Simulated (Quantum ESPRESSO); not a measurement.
**Magnetic state of Ni3Pt from several starts**

A self-consistent run ends on one state, which hangs on the start. Several orders of Ni3Pt are started in Quantum ESPRESSO and their energies compared.

Main program and level: Quantum ESPRESSO 7.5; LDA; plane waves with GBRV 1.5 LDA potentials, no spin-orbit coupling.

## (1) Starting point

Symmetry: Pm-3m, No. 221, cubic system. Conventional cell: a = 3.625 Å, b = 3.625 Å, c = 3.625 Å, α = 90.00°, β = 90.00°, γ = 90.00°. Ni has 8 Ni at 2.56 Å and 4 Pt at 2.56 Å nearest. Pt has 12 Ni at 2.56 Å nearest. Farther neighbours are not listed.

The cell comes from Materials Project 2023-11-01, a database of computed structures, and need not be the stable phase.

## (2) Run 1, typed as ferro +++

The signs are those of the starting moments on the seeded atoms, the atoms that are given a moment.

Contents of pw.in:

```
&CONTROL
  calculation = 'scf'
  prefix = 'pwscf'
  outdir = './tmp'
  pseudo_dir = './pseudo'
  disk_io = 'nowf'
/
&SYSTEM
  ibrav = 0
  celldm(1) = 8
  nat = 4
  ntyp = 2
  ecutwfc = 40
  ecutrho = 280
  nbnd = 46
  occupations = 'smearing'
  smearing = 'fd'
  degauss = 0.00734986
  nspin = 2
  starting_magnetization(1) = 0.0556
  starting_magnetization(2) = 0
/
&ELECTRONS
  conv_thr = 8d-09
  electron_maxstep = 150
  mixing_beta = 0.3
/
ATOMIC_SPECIES
Ni     58.6934 ni_lda_v1.4.uspp.F.UPF
Pt    195.0840 pt_lda_v1.4.uspp.F.UPF
CELL_PARAMETERS alat
   0.8561798191892    0.0000000000000    0.0000000000000
   0.0000000000000    0.8561798191892    0.0000000000000
   0.0000000000000    0.0000000000000    0.8561798191892
ATOMIC_POSITIONS crystal
Ni      0.5000000000    0.0000000000    0.5000000000
Ni      0.0000000000    0.5000000000    0.5000000000
Ni      0.5000000000    0.5000000000    0.0000000000
Pt      0.0000000000    0.0000000000    0.0000000000
K_POINTS automatic
8 8 8 0 0 0
```

Command:

```console
$ OMP_NUM_THREADS=1 mpirun -n 4 pw.x -nk 4 -in pw.in > pw.out
```

Log:

```text
Program PWSCF v.7.5 starts

     Message from routine setup:
     using ibrav=0 with symmetry is DISCOURAGED, use correct ibrav instead

     K-points division:     npool     =       4
     Subspace diagonalization in iterative solution of the eigenvalue problem:

     G-vector sticks info
     --------------------
     sticks:   dense  smooth     PW     G-vecs:    dense   smooth      PW
     Sum        1041     593    185                25413    11067    1935

     Using Slab Decomposition

     bravais-lattice index     =            0
     lattice parameter (alat)  =       8.0000  a.u.
     unit-cell volume          =     321.3401 (a.u.)^3
     number of atoms/cell      =            4
     number of atomic types    =            2
     number of electrons       =        70.00
     number of Kohn-Sham states=           46
     kinetic-energy cutoff     =      40.0000  Ry
     charge density cutoff     =     280.0000  Ry
     scf convergence threshold =      8.0E-09
     mixing beta               =       0.3000
     number of iterations used =            8  plain     mixing
     Exchange-correlation=  SLA  PZ   NOGX NOGC
                           (   1   1   0   0   0   0   0)

     celldm(1)=   8.000000  celldm(2)=   0.000000  celldm(3)=   0.000000
     celldm(4)=   0.000000  celldm(5)=   0.000000  celldm(6)=   0.000000

     crystal axes: (cart. coord. in units of alat)
               a(1) = (   0.856180   0.000000   0.000000 )
               a(2) = (   0.000000   0.856180   0.000000 )
               a(3) = (   0.000000   0.000000   0.856180 )

     reciprocal axes: (cart. coord. in units 2 pi/alat)
               b(1) = (  1.167979  0.000000  0.000000 )
               b(2) = (  0.000000  1.167979  0.000000 )
               b(3) = (  0.000000  0.000000  1.167979 )

     PseudoPot. # 1 for Ni read from file:
     ni_lda_v1.4.uspp.F.UPF
     Pseudo is Ultrasoft + core correction, Zval = 18.0
     Generated by new atomic code, or converted to UPF format
     Using radial grid of  865 points,  6 beta functions with:
                l(1) =   0
                l(2) =   0
                l(3) =   1
                l(4) =   1
                l(5) =   2
                l(6) =   2
     Q(r) pseudized with 10 coefficients,  rinner =    0.980   0.980   0.980
                                                       0.980   0.980

     PseudoPot. # 2 for Pt read from file:
     pt_lda_v1.4.uspp.F.UPF
     Pseudo is Ultrasoft + core correction, Zval = 16.0
     Generated by new atomic code, or converted to UPF format
     Using radial grid of  985 points,  6 beta functions with:
                l(1) =   0
                l(2) =   0
                l(3) =   1
                l(4) =   1
                l(5) =   2
                l(6) =   2
     Q(r) pseudized with  8 coefficients,  rinner =    1.300   1.300   1.300
                                                       1.300   1.300

     atomic species   valence    mass     pseudopotential
     Ni               18.00    58.69340     Ni( 1.00)
     Pt               16.00   195.08400     Pt( 1.00)

     Starting magnetic structure
     atomic species   magnetization
     Ni              0.056
     Pt              0.000

     48 Sym. Ops., with inversion, found

   Cartesian axes

     site n.     atom                  positions (alat units)
         1        Ni     tau(   1) = (   0.4280899   0.0000000   0.4280899  )
         2        Ni     tau(   2) = (   0.0000000   0.4280899   0.4280899  )
         3        Ni     tau(   3) = (   0.4280899   0.4280899   0.0000000  )
         4        Pt     tau(   4) = (   0.0000000   0.0000000   0.0000000  )

     number of k points=    35  Fermi-Dirac smearing, width (Ry)=  0.0073
                       cart. coord. in units 2pi/alat
        k(    1) = (   0.0000000   0.0000000   0.0000000), wk =   0.0019531
        k(    2) = (   0.0000000   0.0000000   0.1459974), wk =   0.0117188
        k(    3) = (   0.0000000   0.0000000   0.2919947), wk =   0.0117188
        k(    4) = (   0.0000000   0.0000000   0.4379921), wk =   0.0117188
        k(    5) = (   0.0000000   0.0000000  -0.5839895), wk =   0.0058594
        [... 30 further k-points ...]

     Dense  grid:    25413 G-vectors     FFT dimensions: (  40,  40,  40)

     Smooth grid:    11067 G-vectors     FFT dimensions: (  27,  27,  27)

     Check: negative core charge=   -0.000013
     Generating pointlists ...
     new r_m :   0.2497 (alat units)  1.9979 (a.u.) for type    1
     new r_m :   0.2497 (alat units)  1.9979 (a.u.) for type    2

     Initial potential from superposition of free atoms

     starting charge      63.5000, renormalised to      70.0000

     negative rho (up, down):  9.728E-02 9.728E-02
     Starting wfcs are   51 randomized atomic wfcs

     Self-consistent Calculation

     iteration #  1     ecut=    40.00 Ry     beta= 0.30
     Davidson diagonalization with overlap
     ethr =  1.00E-02,  avg # of iterations =  3.7

     negative rho (up, down):  9.139E-02 9.122E-02

     total energy              =   -1218.97933367 Ry
     estimated scf accuracy    <      87.23941495 Ry

     total magnetization       =     0.92 Bohr mag/cell
     absolute magnetization    =     0.97 Bohr mag/cell

     iteration #  2     ecut=    40.00 Ry     beta= 0.30
     Davidson diagonalization with overlap
     ethr =  1.00E-02,  avg # of iterations =  3.1

     negative rho (up, down):  8.624E-02 8.609E-02

     total energy              =   -1235.31716279 Ry
     estimated scf accuracy    <      41.29235863 Ry

     total magnetization       =     0.11 Bohr mag/cell
     absolute magnetization    =     0.18 Bohr mag/cell

     iteration #  3     ecut=    40.00 Ry     beta= 0.30
     Davidson diagonalization with overlap
     ethr =  1.00E-02,  avg # of iterations =  2.1

     negative rho (up, down):  8.576E-02 8.537E-02

     total energy              =   -1240.30062893 Ry
     estimated scf accuracy    <       0.83725589 Ry

     total magnetization       =     2.42 Bohr mag/cell
     absolute magnetization    =     2.55 Bohr mag/cell

     [... further iterations left out ...]

     iteration # 11     ecut=    40.00 Ry     beta= 0.30
     Davidson diagonalization with overlap
     ethr =  1.25E-07,  avg # of iterations =  1.2

     negative rho (up, down):  8.400E-02 8.159E-02

     total energy              =   -1240.41613620 Ry
     estimated scf accuracy    <       0.00007271 Ry

     total magnetization       =     2.13 Bohr mag/cell
     absolute magnetization    =     2.32 Bohr mag/cell

     iteration # 12     ecut=    40.00 Ry     beta= 0.30
     Davidson diagonalization with overlap
     ethr =  1.04E-07,  avg # of iterations =  1.0

     negative rho (up, down):  8.401E-02 8.159E-02

     total energy              =   -1240.41613782 Ry
     estimated scf accuracy    <       0.00001011 Ry

     total magnetization       =     2.14 Bohr mag/cell
     absolute magnetization    =     2.33 Bohr mag/cell

     iteration # 13     ecut=    40.00 Ry     beta= 0.30
     Davidson diagonalization with overlap
     ethr =  1.44E-08,  avg # of iterations =  1.5

     negative rho (up, down):  8.400E-02 8.159E-02

     total energy              =   -1240.41613943 Ry
     estimated scf accuracy    <       0.00000011 Ry

     total magnetization       =     2.15 Bohr mag/cell
     absolute magnetization    =     2.33 Bohr mag/cell

     iteration # 14     ecut=    40.00 Ry     beta= 0.30
     Davidson diagonalization with overlap
     ethr =  1.52E-10,  avg # of iterations =  2.5

     negative rho (up, down):  8.400E-02 8.160E-02

     Magnetic moment per site  (integrated on atomic sphere of radius R)
     atom   1 (R=0.250)  charge= 16.8655  magn=  0.6444
     atom   2 (R=0.250)  charge= 16.8655  magn=  0.6444
     atom   3 (R=0.250)  charge= 16.8655  magn=  0.6444
     atom   4 (R=0.250)  charge= 13.4002  magn=  0.2879

     End of self-consistent calculation

     [... lines left out ...]
     the Fermi energy is    18.9903 ev

!    total energy              =   -1240.41613946 Ry
     estimated scf accuracy    <          6.0E-09 Ry
     smearing contrib. (-TS)   =      -0.01602511 Ry
     internal energy E=F+TS    =   -1240.40011436 Ry

     The total energy is F=E-TS. E is the sum of the following terms:
     one-electron contribution =    -614.15051674 Ry
     hartree contribution      =     356.69545486 Ry
     xc contribution           =    -161.96967987 Ry
     ewald contribution        =    -820.97537261 Ry

     total magnetization       =     2.15 Bohr mag/cell
     absolute magnetization    =     2.33 Bohr mag/cell

     convergence has been achieved in  14 iterations

=------------------------------------------------------------------------------=
   JOB DONE.
=------------------------------------------------------------------------------=
```

It took 22 s on 4 MPI ranks of Arm Neoverse V2, shared host; peak memory 0.38 GiB.

Spin moment in the atom's sphere by atom:

| atom | spin moment in the atom's sphere (μB) |
| --- | --- |
| Ni1 | 0.644 |
| Ni2 | 0.644 |
| Ni3 | 0.644 |
| Pt4 | 0.288 |

This step gave:

```yaml
smearing_term_ts: 0.2180 eV
magnetization: 2.145 μB
absolute_magnetization: 2.333 μB
final_state: ferromagnetic
```

Spin density in the ac plane at fractional y = 0.000, with atoms of Ni and Pt within 0.2 Å of it.

Ten even steps from '_' (-0.1 e/Å³) to '@' (2.0 e/Å³), each cell a mean:
```
____________________________
____________________________
____________________________
____________________________
____________......__________
__________..==++--..________
__________::**@@++..________
__________..++**==..________
____________..::..__________
____________________________
____________________________
____________________________
____________________________
____________________________
```
Columns run along a (3.6 Å), rows up along c (3.6 Å). Atoms in or near the plane, at fractional coordinates: Ni at (0.50, 0.50), Pt at (0.00, 0.00).

Valence density in the ac plane at fractional y = 0.000, with atoms of Ni and Pt within 0.2 Å of it. It is the smooth field of the valence electrons, not physical close to the nuclei.

Ten steps, logarithmic in the rise over the least value, from '0' (-6 e/Å³) to '9' (38 e/Å³), each cell a mean:
```
67766555566677
77666555566667
66666666666666
66666666666666
66666667666666
55566789866655
55566899976655
55566799866655
55566678766655
66666666666666
66666666666666
77666555566667
67766555566677
06766555566676
```
Columns run along a (3.6 Å), rows up along c (3.6 Å). Atoms in or near the plane, at fractional coordinates: Ni at (0.50, 0.50), Pt at (0.00, 0.00).

(Part 1 of 2 ends here.)

[Logs and program files are shortened in this print: banners, set-up blocks, solver, clock and traceback lines can be left out without a mark of their own.]

[Logs are printed without paths, hosts, clocks, repeated set-up lines and the standing remarks that a program may print on its own settings, such as how far it seeks lower states.]

[Hosts, paths, dates, database ids (printed as entryN), source tags and the programs' standing remarks are cut or masked in the printed files.]

[Where a cell is said to come from a database of computed structures, the database is the Materials Project.]
